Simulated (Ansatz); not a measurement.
# YFeRh: relaxing a made-up structure

Starting from a made-up structure for YFeRh, the aim is the relaxed cell, its shortest contacts and, where a second run follows, its electronic structure.

Method: DFT, PBE, plane-wave PAW, files of the set soft_1, scalar-relativistic, ferromagnetic start, cell and ions relaxed at zero pressure; PAW set soft_1, in the first sound run; inputs show where later runs differ, in Ansatz 0.2.0.

### 1. Set-up

It takes space group Imma (No. 74, orthorhombic). Conventional cell: a = 5.129 Å, b = 5.155 Å, c = 7.401 Å, α = 90.00°, β = 90.00°, γ = 90.00°. Nearest to Rh lie 2 Rh at 2.58 Å and 4 Fe at 2.59 Å and 6 Y at 2.99 to 3.13 Å. Nearest to Y lie 6 Fe at 2.99 to 3.05 Å and 6 Rh at 2.99 to 3.13 Å and 4 Y at 3.09 to 3.25 Å. Fe has 2 Fe at 2.56 Å and 4 Rh at 2.59 Å and 6 Y at 2.99 to 3.05 Å nearest. Farther neighbours are not listed.

### 2. Relaxing cell and atoms

The guessed cell has no reason to be at equilibrium. It is relaxed with the atoms, within the space group of the guess.

input.yaml

```yaml
crystal:
  lattice:
    - [-2.5645, 2.5775, 3.7005]
    - [2.5645, -2.5775, 3.7005]
    - [2.5645, 2.5775, -3.7005]
  atoms:
    - { symbol: Rh, position: [0.0, 0.0, 0.0], spin: 0.6 }
    - { symbol: Rh, position: [0.5, 0.0, 0.5], spin: 0.6 }
    - { symbol: "Y", position: [0.8652, 0.6152, 0.25] }
    - { symbol: "Y", position: [0.1348, 0.3848, 0.75] }
    - { symbol: Fe, position: [0.5, 0.5, 0.5], spin: 3.0 }
    - { symbol: Fe, position: [0.5, 0.0, 0.0], spin: 3.0 }
magnetization:
  spin_polarized: true
kpoints:
  mp_grid: { grid: [7, 7, 7] }
scf:
  occupations: { method: fermi_dirac, width: 0.05 }
hamiltonian:
  xc: pbe
  pseudopotentials: { kind: paw, azcp: { folder: soft_1 } }
relax:
  f_tol: 0.015
  max_steps: 70
  cell: {}
output:
  forces: true
  stress: true
```

Launch:

```console
ansatz run input.yaml --threads 4 --pin off --max-ram 10240MiB --backend cpu --events-out ev --progress --plain --runs-dir out
```

Numbers of over 12 decimals in the logs are rounded to 6 here.

The program printed:

```text
Engine: ansatz 0.2.0, x86_64-unknown-linux-gnu
Pseudopotentials: kind: paw
Pseudopotential: Rh, paw, valence charge 17, recommended cutoff 420 eV (normal), soft_1/Rh.paw.azcp
Pseudopotential: Y, paw, valence charge 11, recommended cutoff 420 eV (normal), soft_1/Y.paw.azcp
Pseudopotential: Fe, paw, valence charge 16, recommended cutoff 420 eV (normal), soft_1/Fe.paw.azcp
Functional definition: PBE
  parameter kappa = 0.804
  parameter beta = 0.066725
  exchange = pbe_x(kappa = kappa, mu = beta*pi^2/3)
  correlation = pbe_c(beta = beta)
Crystal: 6 atoms, lattice volume = 97.841 Å³
Basis set: ecut = 420 eV, 1909 PW (Γ), exchange–correlation on 72×72×72 points (8 copies of the dense FFT grid, shifted against one another)
Bands: 58, of which v1, the nominal top of the filled ones, is band 44 counted from 1 (43 counted from 0)
Symmetry: 8 space group operations
Space group: Imma (ITA 74), of the structure as read, at distance tolerance 4.6e-5 Å
Magnetic group: BNS 74.554 (UNI 652), of the structure as read, at distance tolerance 4.6e-5 Å
k-points: 64 of 343
Non-local potential: Rh, projectors of the file, l = 0: 3, l = 1: 2, l = 2: 2, l = 3: 1
Non-local potential: Y, projectors of the file, l = 0: 3, l = 1: 2, l = 2: 2, l = 3: 1
Non-local potential: Fe, projectors of the file, l = 0: 3, l = 1: 2, l = 2: 3, l = 3: 1
PAW form: soft (Blöchl's): semilocal exchange-correlation on the pseudo side does not see the compensation charge
PAW one-centre angular grid: Rh, 590 points (default); XC on 64 Gauss nodes
PAW one-centre angular grid: Y, 590 points (default); XC on 64 Gauss nodes
PAW one-centre angular grid: Fe, 590 points (default); XC on 64 Gauss nodes
Initial density: superposition of atomic densities (chi_scale 0.1, normalization cell, long waves kept (reshape's long-wave potential 0.00 eV rms))
Starting moments: Σ|m| = 7.2 μB on 4 of 6 sites
Initial wavefunctions: pseudopotential atomic-orbital guess
Functional: x = pbe(κ = 0.804, μ = 0.219515), c = pbe(β = 0.066725)
SCF iter   1: F=—  HF=-29473.006931 eV  |F-HF|=—  |Δ(HF+E_count)|=         —  Δρ=9.56e-2 (↑9.56e-2 ↓9.25e-2)  dr2=6.32e1  dr2_m=1.06e-1  M=5.780 μB ∫|m|=6.778 μB  β_m=0.30  ethr=3.10e-3  ⟨swp⟩=5.8  Hψ=23032  notcnv=0  defer=18
Mixer restart at iter 1: flushing history
preconditioner: auto → Kerker (q_TF=auto, 2.681 Å⁻¹)  [metal: Δε(μ)=0.002 eV  Ē_g=9.957 eV  σ=0.050 eV  W_gap=0.01  n_scr=26 (ndim 8)  ℏωp=27.1 eV  f_vac=0.000  D(μ)=6.59/eV (n_scr^D=64)]
spin=Collinear: Kerker preconditioning applied to the charge; magnetization (m = ρ↑ − ρ↓) channel mixes plain (no charge-response kernel on spin).
SCF iter   2: F=—  HF=-29467.690906 eV  |F-HF|=—  |Δ(HF+E_count)|=    5.32e0  Δρ=5.01e-2 (↑4.76e-2 ↓5.01e-2)  dr2=1.94e1  dr2_m=8.32e-2  M=5.462 μB ∫|m|=6.768 μB  β_m=0.45  ethr=3.10e-3  ⟨swp⟩=3.0  Hψ=15696  notcnv=0  defer=425
SCF iter   3: F=—  HF=-29465.638607 eV  |F-HF|=—  |Δ(HF+E_count)|=    2.05e0  Δρ=1.83e-2 (↑1.83e-2 ↓1.76e-2)  dr2=6.84e-1  dr2_m=7.52e-2  M=5.013 μB ∫|m|=6.514 μB  β_m=0.61  ethr=3.10e-3  ⟨swp⟩=3.4  Hψ=16072  notcnv=0  defer=467
SCF iter   4: F=—  HF=-29466.256078 eV  |F-HF|=—  |Δ(HF+E_count)|=   6.17e-1  Δρ=1.85e-2 (↑1.01e-2 ↓1.85e-2)  dr2=9.27e-1  dr2_m=2.48e-2  M=4.732 μB ∫|m|=6.316 μB  β_m=0.54  ethr=7.77e-4  ⟨swp⟩=2.4  Hψ=14834  notcnv=0  defer=530
SCF iter   5: F=—  HF=-29466.535256 eV  |F-HF|=—  |Δ(HF+E_count)|=   2.79e-1  Δρ=6.66e-3 (↑5.48e-3 ↓6.66e-3)  dr2=9.79e-2  dr2_m=2.52e-2  M=4.473 μB ∫|m|=6.146 μB  β_m=0.77  ethr=7.77e-4  ⟨swp⟩=2.1  Hψ=11197  notcnv=0  defer=530
SCF iter   6: F=—  HF=-29466.574466 eV  |F-HF|=—  |Δ(HF+E_count)|=         —  Δρ=8.92e-3 (↑7.37e-3 ↓8.92e-3)  dr2=4.08e-2  dr2_m=5.48e-2  M=4.007 μB ∫|m|=5.727 μB  β_m=0.77  ethr=1.11e-4  ⟨swp⟩=2.7  Hψ=13137  notcnv=0  defer=538
Mixer restart at iter 6: flushing history
SCF iter   7: F=—  HF=-29466.563095 eV  |F-HF|=—  |Δ(HF+E_count)|=   1.14e-2  Δρ=4.98e-3 (↑4.98e-3 ↓2.92e-3)  dr2=6.63e-3  dr2_m=1.28e-2  M=3.937 μB ∫|m|=5.636 μB  β_m=0.89  ethr=4.64e-5  ⟨swp⟩=2.4  Hψ=12567  notcnv=0  defer=538
SCF iter   8: F=—  HF=-29466.564524 eV  |F-HF|=—  |Δ(HF+E_count)|=   1.43e-3  Δρ=1.95e-3 (↑1.59e-3 ↓1.95e-3)  dr2=1.09e-2  dr2_m=7.12e-5  M=3.927 μB ∫|m|=5.604 μB  β_m=0.79  ethr=7.54e-6  ⟨swp⟩=2.0  Hψ=14306  notcnv=0  defer=538
SCF iter   9: F=—  HF=-29466.562275 eV  |F-HF|=—  |Δ(HF+E_count)|=   2.25e-3  Δρ=1.73e-3 (↑1.73e-3 ↓6.68e-4)  dr2=3.76e-3  dr2_m=2.93e-4  M=3.904 μB ∫|m|=5.577 μB  β_m=0.61  ethr=7.54e-6  ⟨swp⟩=2.0  Hψ=14305  notcnv=0  defer=538
SCF iter  10: F=—  HF=-29466.561630 eV  |F-HF|=—  |Δ(HF+E_count)|=   6.45e-4  Δρ=3.89e-4 (↑3.89e-4 ↓1.60e-4)  dr2=1.94e-4  dr2_m=1.86e-5  M=3.907 μB ∫|m|=5.576 μB  β_m=0.81  ethr=4.28e-6  ⟨swp⟩=2.0  Hψ=9938  notcnv=0  defer=538
SCF iter  11: F=—  HF=-29466.561614 eV  |F-HF|=—  |Δ(HF+E_count)|=   1.58e-5  Δρ=1.41e-4 (↑4.83e-5 ↓1.41e-4)  dr2=2.97e-5  dr2_m=3.74e-6  M=3.911 μB ∫|m|=5.576 μB  β_m=0.90  ethr=2.20e-7  ⟨swp⟩=2.1  Hψ=12893  notcnv=0  defer=538
SCF iter  12: F=—  HF=-29466.561623 eV  |F-HF|=—  |Δ(HF+E_count)|=   8.65e-6  Δρ=7.46e-5 (↑1.81e-5 ↓7.46e-5)  dr2=9.15e-6  dr2_m=1.07e-6  M=3.912 μB ∫|m|=5.577 μB  β_m=0.95  ethr=3.37e-8  ⟨swp⟩=2.1  Hψ=9597  notcnv=0  defer=538
SCF iter  13: F=—  HF=-29466.561624 eV  |F-HF|=—  |Δ(HF+E_count)|=   4.05e-7  Δρ=1.02e-5 (↑8.52e-6 ↓1.02e-5)  dr2=3.23e-7  dr2_m=2.14e-9  M=3.913 μB ∫|m|=5.578 μB  β_m=0.98  ethr=1.04e-8  ⟨swp⟩=2.0  Hψ=10011  notcnv=0  defer=538
SCF iter  14: F=—  HF=-29466.561624 eV  |F-HF|=—  |Δ(HF+E_count)|=   1.08e-7  Δρ=7.58e-6 (↑6.13e-6 ↓7.58e-6)  dr2=1.84e-7  dr2_m=7.37e-10  M=3.913 μB ∫|m|=5.578 μB  β_m=0.99  ethr=3.67e-10  ⟨swp⟩=2.1  Hψ=9200  notcnv=0  defer=538
SCF iter  15: F=—  HF=-29466.561624 eV  |F-HF|=—  |Δ(HF+E_count)|=   1.09e-9  Δρ=6.78e-7 (↑6.78e-7 ↓4.89e-7)  dr2=1.20e-9  dr2_m=1.27e-10  M=3.913 μB ∫|m|=5.578 μB  β_m=0.99  ethr=2.09e-10  ⟨swp⟩=2.0  Hψ=9268  notcnv=0  defer=538
SCF iter  16: F=-29466.561624 eV  HF=-29466.561624 eV  |F-HF|=6.33e-10  |Δ(HF+E_count)|=  4.37e-11  Δρ=4.58e-7 (↑4.09e-7 ↓4.58e-7)  dr2=7.13e-10  dr2_m=6.67e-12  M=3.913 μB ∫|m|=5.578 μB  ethr=1.36e-12  ⟨swp⟩=1.0  Hψ=21024  notcnv=0
SCF 1 converged in 16 iterations: F = -29466.561624 eV  dr2 = 7.13e-10
  greatest PAW one-centre occupation: 1.000 electrons in one spin orbital (limit 2), on the Fe atom at site 5 (counted from 0), in its partial waves of l = 1
[...]
greatest PAW one-centre occupation: 1.001 electrons in one spin orbital (limit 2), on the Fe atom at site 4 (counted from 0), in its partial waves of l = 1
relax step   3: F+E_penalty+E_count = -29466.98614916 eV  Δ(F+E_penalty+E_count) = -5.865e-2 eV  max|allowed force component| = 1.350e-1 eV/Å  Δτ_max = 0.0319 Å  P = -0.127 GPa  Ω = 103.611 Å³  energy of the carried Pulay correction = -2.822e-3 eV  (10 SCF iters, dr2 threshold 6.00e-7 eV, accepted)
[...]
relax step   4: F+E_penalty+E_count = -29467.00143786 eV  Δ(F+E_penalty+E_count) = -1.529e-2 eV  max|allowed force component| = 1.909e-2 eV/Å  Δτ_max = 0.0205 Å  P = +0.024 GPa  Ω = 103.436 Å³  energy of the carried Pulay correction = -2.738e-3 eV  (10 SCF iters, dr2 threshold 6.00e-7 eV, accepted)
[...]
relax step   5: F+E_penalty+E_count = -29467.00225739 eV  Δ(F+E_penalty+E_count) = -8.195e-4 eV  max|allowed force component| = 5.885e-3 eV/Å  Δτ_max = 0.0030 Å  P = +0.046 GPa  Ω = 103.407 Å³  energy of the carried Pulay correction = -2.724e-3 eV  (8 SCF iters, dr2 threshold 2.84e-7 eV, accepted)
[...]
relax step   6: F+E_penalty+E_count = -29467.00263913 eV  Δ(F+E_penalty+E_count) = -3.817e-4 eV  max|allowed force component| = 1.663e-3 eV/Å  Δτ_max = 0.0019 Å  P = -0.005 GPa  Ω = 103.441 Å³  energy of the carried Pulay correction = -2.741e-3 eV  (7 SCF iters, dr2 threshold 1.68e-7 eV, accepted)
[...]
relax step   7: F+E_penalty+E_count = -29467.00698476 eV  Δ(F+E_penalty+E_count) = -4.346e-3 eV  max|allowed force component| = 1.483e-3 eV/Å  Δτ_max = 0.0000 Å  P = +0.046 GPa  Ω = 103.441 Å³  stress off target by 1.43e-1 GPa  SCF on the basis re-selected at this cell (its energy is not comparable with the rows above)  (10 SCF iters)
[...]
relax step   8: F+E_penalty+E_count = -29467.00700465 eV  Δ(F+E_penalty+E_count) = -1.989e-5 eV  max|allowed force component| = 1.169e-3 eV/Å  Δτ_max = 0.0007 Å  P = -0.002 GPa  Ω = 103.489 Å³  energy of the carried Pulay correction = -2.273e-5 eV  (8 SCF iters, dr2 threshold 5.14e-8 eV, accepted)
iter 1 solved again at ethr=2.11e-8 eV; its pass at ethr=3.10e-3 eV (dr2=1.86e-5 eV) is discarded
SCF iter   1: F=—  HF=-29467.007034 eV  |F-HF|=—  |Δ(HF+E_count)|=         —  Δρ=1.59e-6 (↑1.01e-6 ↓1.59e-6)  dr2=3.71e-9  dr2_m=2.11e-10  M=4.715 μB ∫|m|=6.309 μB  β_m=0.65  ethr=2.11e-8  ⟨swp⟩=4.1  Hψ=44354  notcnv=0
spin=Collinear: Kerker preconditioning applied to the charge; magnetization (m = ρ↑ − ρ↓) channel mixes plain (no charge-response kernel on spin).
SCF iter   2: F=—  HF=-29467.007035 eV  |F-HF|=—  |Δ(HF+E_count)|=   1.55e-7  Δρ=9.03e-7 (↑9.03e-7 ↓6.17e-7)  dr2=3.43e-10  dr2_m=3.81e-10  M=4.715 μB ∫|m|=6.309 μB  β_m=0.58  ethr=4.22e-12  ⟨swp⟩=2.7  Hψ=14572  notcnv=0
SCF iter   3: F=—  HF=-29467.007035 eV  |F-HF|=—  |Δ(HF+E_count)|=  4.44e-10  Δρ=2.97e-7 (↑2.97e-7 ↓2.43e-7)  dr2=1.04e-10  dr2_m=1.67e-11  M=4.715 μB ∫|m|=6.309 μB  β_m=0.55  ethr=1.00e-12  ⟨swp⟩=2.0  Hψ=13135  notcnv=0
SCF iter   4: F=—  HF=-29467.007035 eV  |F-HF|=—  |Δ(HF+E_count)|=  1.64e-10  Δρ=2.26e-7 (↑9.45e-8 ↓2.26e-7)  dr2=7.83e-11  dr2_m=9.96e-12  M=4.715 μB ∫|m|=6.309 μB  β_m=0.73  ethr=1.00e-12  ⟨swp⟩=1.1  Hψ=7458  notcnv=0
SCF iter   5: F=—  HF=-29467.007035 eV  |F-HF|=—  |Δ(HF+E_count)|=  3.09e-10  Δρ=2.76e-7 (↑7.38e-8 ↓2.76e-7)  dr2=1.07e-10  dr2_m=2.41e-11  M=4.715 μB ∫|m|=6.309 μB  β_m=0.86  ethr=1.00e-12  ⟨swp⟩=1.0  Hψ=7424  notcnv=0
SCF iter   6: F=—  HF=-29467.007035 eV  |F-HF|=—  |Δ(HF+E_count)|=  2.84e-10  Δρ=1.77e-7 (↑1.03e-7 ↓1.77e-7)  dr2=4.84e-11  dr2_m=1.35e-11  M=4.715 μB ∫|m|=6.309 μB  β_m=0.93  ethr=1.00e-12  ⟨swp⟩=2.0  Hψ=9249  notcnv=0
SCF iter   7: F=—  HF=-29467.007035 eV  |F-HF|=—  |Δ(HF+E_count)|=  1.46e-11  Δρ=1.14e-7 (↑1.06e-7 ↓1.14e-7)  dr2=4.83e-11  dr2_m=1.89e-13  M=4.715 μB ∫|m|=6.309 μB  β_m=0.88  ethr=1.00e-12  ⟨swp⟩=2.0  Hψ=10021  notcnv=0
SCF iter   8: F=—  HF=-29467.007035 eV  |F-HF|=—  |Δ(HF+E_count)|=  2.91e-11  Δρ=6.07e-8 (↑4.92e-8 ↓6.07e-8)  dr2=1.28e-11  dr2_m=7.33e-14  M=4.715 μB ∫|m|=6.309 μB  β_m=0.94  ethr=1.00e-12  ⟨swp⟩=1.0  Hψ=7424  notcnv=0
SCF iter   9: F=-29467.007035 eV  HF=-29467.007035 eV  |F-HF|=4.37e-11  |Δ(HF+E_count)|=  1.46e-11  Δρ=1.33e-7 (↑4.86e-8 ↓1.33e-7)  dr2=4.64e-11  dr2_m=2.11e-12  M=4.715 μB ∫|m|=6.309 μB  ethr=1.00e-12  ⟨swp⟩=2.2  Hψ=21076  notcnv=0
SCF 9 converged in 9 iterations: F = -29467.007035 eV  dr2 = 4.64e-11
relax step   9: F+E_penalty+E_count = -29467.00703465 eV  Δ(F+E_penalty+E_count) = -3.000e-5 eV  max|allowed force component| = 1.158e-3 eV/Å  Δτ_max = 0.0000 Å  P = -0.003 GPa  Ω = 103.489 Å³  stress off target by 1.28e-2 GPa  SCF on the basis re-selected at this cell (its energy is not comparable with the rows above)  (9 SCF iters)
basis re-selected at this cell: Δ(F+E_penalty+E_count) = -3.000e-5 eV, ΔP = -0.000 GPa vs the last step (what re-selecting the basis moved, of the pressure what is left beyond the Pulay correction that the steps carried, after the strain that the cell walked since its last selection, with what the two solves' SCF thresholds leave and, on support functions, any second-order correction that the steps lacked; it is no m [...]
SCF converged after 9 iterations
Magnetization: 4.7153 μB (46.3576 up, 41.6424 down)
Absolute magnetization: 6.3091 μB (∫|ρ↑−ρ↓|, with the PAW one-centre terms)
Spin contamination: 0.5043 ħ² per cell (⟨S²⟩ above its minimum at these occupations)
Per-site moments (μB) at R_I (Å): [(0.279042, 1.087461), (0.279042, 1.087461), (-0.158629, 1.236338), (-0.158629, 1.236338), (2.426247, 1.030681), (2.426247, 1.030681)]
Free energy (F): -29467.007035 eV
Harris-Foulkes:  -29467.007035 eV  (|F-HF|=4.37e-11)
Internal energy: -29466.958011 eV  (E = F + TS)
E sigma→0 (E₀):  -29466.982523 eV
Entropy (-TS):   -0.049024 eV (-8.171 meV/atom)
Fermi energy:    16.005193 eV
--- Per-component energies (eV) ---
  E_band       = -966.877905
  E_kinetic    = 2371.308822
  E_local      = -10391.761919  (includes V_loc(G=0)·N_el)
  E_nonlocal   = 1230.734735
  E_hartree    = 4168.223319
  E_xc         = -984.510286
  E_vxc        = -1204.707789  (∫ρ·V_xc dr)
  E_paw        = -15603.969936  (= ΣΔE_a)
  E_vpaw       = -1308.895988  (= ΣTr[D̂ρ^β])
  E_aug_tail   = -0.002078  (compensation charges beyond the density's cutoff)
  E_ewald      = -10256.980667
  E_smearing   = -0.049024  (= −TS)
  E_closure    = 0.000000  (closes the sum)
  Σ components = -29467.007035   (vs F -29467.007035, Δ=0.00e0)
--- Forces (eV/Å), atoms counted from 1 ---
  atom   1  Rh     0.00000000     0.00000000     0.00000000
  atom   2  Rh     0.00000000     0.00000000     0.00000000
  atom   3  Y      0.00000000     0.00000000     0.00115795
  atom   4  Y      0.00000000     0.00000000    -0.00115795
  atom   5  Fe     0.00000000    -0.00000000     0.00000000
  atom   6  Fe    -0.00000000    -0.00000000     0.00000000
  max |Σ_I F_I| component: 5.05e-29 eV/Å
--- Stress (GPa, compression-positive) ---
       -0.012778       0.000000       0.000000
        0.000000       0.011077       0.000000
        0.000000       0.000000      -0.006144
  P = ⅓ Tr σ = -0.0026 GPa (-0.026 kbar)
--- Relaxed structure (7 steps of the walk, 7 accepted, 2 SCFs on fresh bases) ---
  F+E_penalty+E_count = -29467.00703465 eV   max|allowed force component| = 1.158e-3 eV/Å   (the final SCF, on the basis selected at the relaxed cell)
  cell:  # Å, volume = 103.4887 Å³
    - [-2.498620, 2.790337, 3.710872]
    - [2.498620, -2.790337, 3.710872]
    - [2.498620, 2.790337, -3.710872]
  atoms:
    - { symbol: Rh, position: [3.1252055595672774e-19, 3.1252055595672774e-19, 0] }
    - { symbol: Rh, position: [0.500000, 3.125205559567277e-19, 0.500000] }
    - { symbol: Y, position: [0.870024, 0.620024, 0.250000] }
    - { symbol: Y, position: [0.129976, 0.379976, 0.75] }
    - { symbol: Fe, position: [0.500000, 0.500000, 0.5] }
    - { symbol: Fe, position: [0.500000, -5.551115123125783e-17, -2.7755575615628914e-17] }
```

It took 35 s on 4 threads of AMD EPYC 9R45 (Zen 5), shared host; peak memory 0.94 GiB; 2.2 min of CPU time.

Step by step:

| step | energy less that of the first step (eV) | largest force component (eV/Å) | pressure (GPa) | volume (Å³) |
| --- | --- | --- | --- | --- |
| 1 | 0.0000 | 0.7857 | 7.64 | 97.84 |
| 2 | -0.3659 | 0.3782 | 1.02 | 102.70 |
| 3 | -0.4245 | 0.1350 | -0.13 | 103.61 |
| 4 | -0.4398 | 0.0191 | 0.02 | 103.44 |
| 5 | -0.4406 | 0.0059 | 0.05 | 103.41 |
| 6 | -0.4410 | 0.0017 | 0.00 | 103.44 |
| 7* | -0.4454 | 0.0015 | 0.05 | 103.44 |
| 8 | -0.4454 | 0.0012 | 0.00 | 103.49 |
| 9* | -0.4454 | 0.0012 | 0.00 | 103.49 |

Relaxation steps marked * repeat the geometry before them on a plane-wave basis chosen anew for their cell, so energy and pressure can jump there.

The run keeps the 8 symmetry operations that it works with, so distortions that break them were not tested.

| conventional cell, symmetrised | before | after | change |
| --- | --- | --- | --- |
| a (Å) | 5.129 | 4.997 | -2.6 % |
| b (Å) | 5.155 | 5.581 | +8.3 % |
| c (Å) | 7.401 | 7.422 | +0.3 % |
| volume (Å³/atom) | 16.31 | 17.25 | +5.8 % |

The atoms that moved most (Å, as changes of fractional coordinates times the final cell):

| atom | dx | dy | dz | length |
| --- | --- | --- | --- | --- |
| Y4 | 0.000 | 0.000 | -0.036 | 0.036 |
| Y3 | 0.000 | 0.000 | 0.036 | 0.036 |

Final coordinates:

```cif
data_structure
_symmetry_space_group_name_H-M 'P 1'
_symmetry_Int_Tables_number 1
_cell_length_a 5.2725
_cell_length_b 5.2725
_cell_length_c 5.2725
_cell_angle_alpha 123.425
_cell_angle_beta 116.094
_cell_angle_gamma 90.533
_cell_volume 103.49
loop_
_atom_site_label
_atom_site_type_symbol
_atom_site_fract_x
_atom_site_fract_y
_atom_site_fract_z
_atom_site_occupancy
Rh1 Rh 0.00000 0.00000 0.00000 1
Rh2 Rh 0.50000 0.00000 0.50000 1
Y3 Y 0.87002 0.62002 0.25000 1
Y4 Y 0.12998 0.37998 0.75000 1
Fe5 Fe 0.50000 0.50000 0.50000 1
Fe6 Fe 0.50000 0.00000 0.00000 1
```

Numbers from this step:

| Quantity | Value |
| --- | --- |
| free energy | -29467.0070 eV |
| energy at zero smearing | -29466.9825 eV |
| smearing term TS | 0.04902 eV |
| Fermi energy | 16.01 eV |
| magnetization | 4.715 μB |
| absolute magnetization | 6.309 μB |
| site moments | 0.2790, 0.2790, -0.1586, -0.1586, 2.426, 2.426 μB |
| electrons | 88 |
| symmetry operations | 8 |
| pressure | -0.002615 GPa |

Site moment by atom:

| atom | site moment (μB) |
| --- | --- |
| Rh1 | 0.28 |
| Rh2 | 0.28 |
| Y3 | -0.16 |
| Y4 | -0.16 |
| Fe5 | 2.43 |
| Fe6 | 2.43 |

The shortest distance of each pair, which need not be the same contact before and after:

| pair | guess (Å) | relaxed (Å) |
| --- | --- | --- |
| Fe–Fe | 2.564 | 2.499 |
| Fe–Rh | 2.594 | 2.636 |
| Rh–Rh | 2.578 | 2.790 |
| Rh–Y | 2.994 | 2.997 |
| Fe–Y | 2.992 | 3.017 |

The relaxation ends with a largest force component of 0.0012 eV/Å and a pressure of 0.00 GPa.

[end of part 1 of 2]

[Logs are printed without paths, hosts, clocks, repeated set-up lines and the standing remarks that a program may print on its own settings, such as how far it seeks lower states.]

[Hosts, paths, dates, database ids (printed as entryN), source tags and the programs' standing remarks are cut or masked in the printed files.]
